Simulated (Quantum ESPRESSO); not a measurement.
**MgO (Periclase): a worked LO-TO splitting**

Wanted: the LO mode of MgO (Periclase) from the TO mode and the field response.

Method: DFT LDA, scalar-relativistic, plane waves, PseudoDojo norm-conserving pseudopotentials, in Quantum ESPRESSO 7.5.

The database entry behind the starting cell differs from later determinations by our own check (about 0.1 % long), so it need not match the best structure at ambient conditions.

## 1. The relaxed structure

It takes space group Fm-3m (No. 225, cubic). The conventional cell has a = 4.160 Å, b = 4.160 Å, c = 4.160 Å, α = 90.00°, β = 90.00°, γ = 90.00°. Nearest to Mg lie 6 O at 2.08 Å. Nearest to O lie 6 Mg at 2.08 Å. Farther neighbours and most contacts between anions are not listed.

Structure file:

```
Mg O
1.0
    -2.08009    0.00000    2.08009
     0.00000    2.08009    2.08009
    -2.08009    2.08009    0.00000
Mg O
1 1
Direct
  0.00000 0.00000 0.00000
  0.50000 0.50000 0.50000
```

This is the cell after its relaxation at this level of theory, not the database cell from which that began.

## 2. What the response run gave

A linear-response run on the relaxed cell, with the response to an electric field; only its zone-centre results are used. Cutoff 84 Ry, k mesh 12×12×12.

Output:

```text
[banners, grids, parts of the stress and lines that vanish by symmetry left out]
Program PHONON v.7.5
     Reading xml data from directory:

[...]
Exchange-correlation= PW
                           (   1   4   0   0   0   0   0)
[...]
kinetic-energy cut-off    =      84.0000  Ry
     charge density cut-off    =     336.0000  Ry
     convergence threshold     =      1.0E-18
[...]
Exchange-correlation= PW
                           (   1   4   0   0   0   0   0)
[...]
q = (   0.0000000   0.0000000   0.0000000 )
     49 Sym.Ops. (with q -> -q+G )
     G cutoff =  263.0098  (  12627 G-vectors)     FFT grid: ( 36, 36, 36)
     number of k points=    72
[...]
Mode symmetry, O_h (m-3m)  point group:
[...]
Dielectric constant
[...]
End of electric fields calculation
          Dielectric constant in cartesian axis
          (       3.171221943       0.000000000       0.000000000 )
          (       0.000000000       3.171221943      -0.000000000 )
          (       0.000000000      -0.000000000       3.171221943 )
          Effective charges (d Force / dE) in cartesian axis without acoustic sum rule applied (asr)
           atom    1  Mg    Mean Z*:        1.97182
      Ex  (        1.97182        0.00000        0.00000 )
      Ey  (        0.00000        1.97182       -0.00000 )
      Ez  (       -0.00000       -0.00000        1.97182 )
           atom    2  O     Mean Z*:       -1.97155
      Ex  (       -1.97155        0.00000       -0.00000 )
      Ey  (       -0.00000       -1.97155       -0.00000 )
      Ez  (       -0.00000        0.00000       -1.97155 )
          Effective charges Sum: Mean:        0.00027
[...]
Effective charges (d Force / dE) in cartesian axis with asr applied:
           atom    1  Mg    Mean Z*:        1.97168
[...]
atom    2  O     Mean Z*:       -1.97168
[...]
Representation #   1 modes #   1   2   3
[...]
End of self-consistent calculation
     Convergence has been achieved
     Representation #   2 modes #   4   5   6
[...]
End of self-consistent calculation
     Convergence has been achieved
[...]
Dielectric constant in cartesian axis
          (       3.171221943       0.000000000       0.000000000 )
          (       0.000000000       3.171221943      -0.000000000 )
          (       0.000000000      -0.000000000       3.171221943 )
          Effective charges (d Force / dE) in cartesian axis without acoustic sum rule applied (asr)
           atom    1  Mg    Mean Z*:        1.97182
      Ex  (        1.97182        0.00000        0.00000 )
      Ey  (        0.00000        1.97182       -0.00000 )
      Ez  (       -0.00000       -0.00000        1.97182 )
           atom    2  O     Mean Z*:       -1.97155
      Ex  (       -1.97155        0.00000       -0.00000 )
      Ey  (       -0.00000       -1.97155       -0.00000 )
      Ez  (       -0.00000        0.00000       -1.97155 )
          Effective charges Sum: Mean:        0.00027
[...]
Effective charges (d Force / dE) in cartesian axis with asr applied:
           atom    1  Mg    Mean Z*:        1.97168
[...]
atom    2  O     Mean Z*:       -1.97168
[...]
q = (    0.000000000   0.000000000   0.000000000 )
[...]
freq (    1) =       0.104050 [THz] =       3.470729 [cm-1]
     freq (    2) =       0.104050 [THz] =       3.470729 [cm-1]
     freq (    3) =       0.104050 [THz] =       3.470729 [cm-1]
     freq (    4) =      12.269586 [THz] =     409.269332 [cm-1]
     freq (    5) =      12.269586 [THz] =     409.269332 [cm-1]
     freq (    6) =      12.269586 [THz] =     409.269332 [cm-1]
[...]
Mode symmetry, O_h (m-3m)  point group:
     freq (   1-   3) =          3.5  [cm-1]   --> T_1u G_15  G_4- I
     freq (   4-   6) =        409.3  [cm-1]   --> T_1u G_15  G_4- I

   JOB DONE.
```

| quantity | value |
| --- | --- |
| cell volume Ω (Å³) | 18.000 |
| mass of Mg (u) | 24.305 |
| mass of O (u) | 15.999 |
| Born charge of Mg, raw (e) | 1.972 |
| Born charge of O, raw (e) | -1.972 |
| ε∞ | 3.171 |
| ω(TO) after the sum rule (cm⁻¹) | 409.3 |

## 3. The calculation

The charges must sum to zero over the cell; taking off their mean, 0.000 e, leaves Z* = 1.972 e on Mg. In the polar mode Mg moves against O, so the reduced mass is μ = 24.30 × 16.00 / 40.30 = 9.648 u.

A longitudinal wave builds up a field that adds to the restoring force: ω(LO)² = ω(TO)² + 4π Z*² / (μ Ω ε∞), in Hartree atomic units. With μ = 17587 electron masses and Ω = 121.47 bohr³ the second term is 7.2110e-06 Ha², or 347346 cm⁻² (1 Ha = 219474.6 cm⁻¹).

So ω(LO) = √(167494 + 347346) = 717.5 cm⁻¹, and by the Lyddane-Sachs-Teller relation ε₀ = ε∞ (ω(LO)/ω(TO))² = 9.75.

## 4. Check against the program

The analysis program adds the same non-analytic term to the full matrix, here for q along (1 0 0).

Output:

```text
[banner, memory and clock lines left out]
Program DYNMAT v.7.5

     Reading Dynamical Matrix from file g.dyn
     ...Force constants read
     ...epsilon and Z* read

     Polarizability (A^3 units)
     multiply by 0.580134 for Clausius-Mossotti correction
         3.110079    0.000000    0.000000
         0.000000    3.110079   -0.000000
         0.000000   -0.000000    3.110079

     IR activities are in (D/A)^2/amu units

# mode   [cm-1]    [THz]      IR
    1     -0.00   -0.0000    0.0000
    2      0.00    0.0000    0.0000
    3      0.00    0.0000    0.0000
    4    409.26   12.2693    9.2961
    5    409.26   12.2693    9.2961
    6    717.52   21.5107    9.2961
```

ε₀ comes from the program's run without a direction of q.

| quantity | by hand | program |
| --- | --- | --- |
| ω(LO) (cm⁻¹) | 717.5 | 717.5 |
| ε₀ | 9.75 | 9.75 |

## 5. Results

```
TO mode                    : 409.3 cm⁻¹
LO mode                    : 717.5 cm⁻¹
static dielectric constant : 9.748
```

What this shows: The LO mode of MgO (Periclase) lies at 718 cm⁻¹, 308 cm⁻¹ above the TO mode; the formula meets the program within 0.1 cm⁻¹, as it must for a cubic crystal with one polar mode. ω(LO)² − ω(TO)² goes with Z*²/ε∞: an error of 5 % in ε∞ would move the LO mode by 11.6 cm⁻¹, and semilocal functionals tend to overestimate ε∞. These are harmonic values at zero temperature, at the volume of this functional, for the structure held cubic; stability elsewhere in the zone is no part of this calculation.

[Host names and launcher messages were left out of these logs when they were recorded.]

[Logs are printed without paths, hosts, clocks, repeated set-up lines and the standing remarks that a program may print on its own settings, such as how far it seeks lower states.]

[Hosts, paths, dates, database ids (printed as entryN), source tags and the programs' standing remarks are cut or masked in the printed files.]
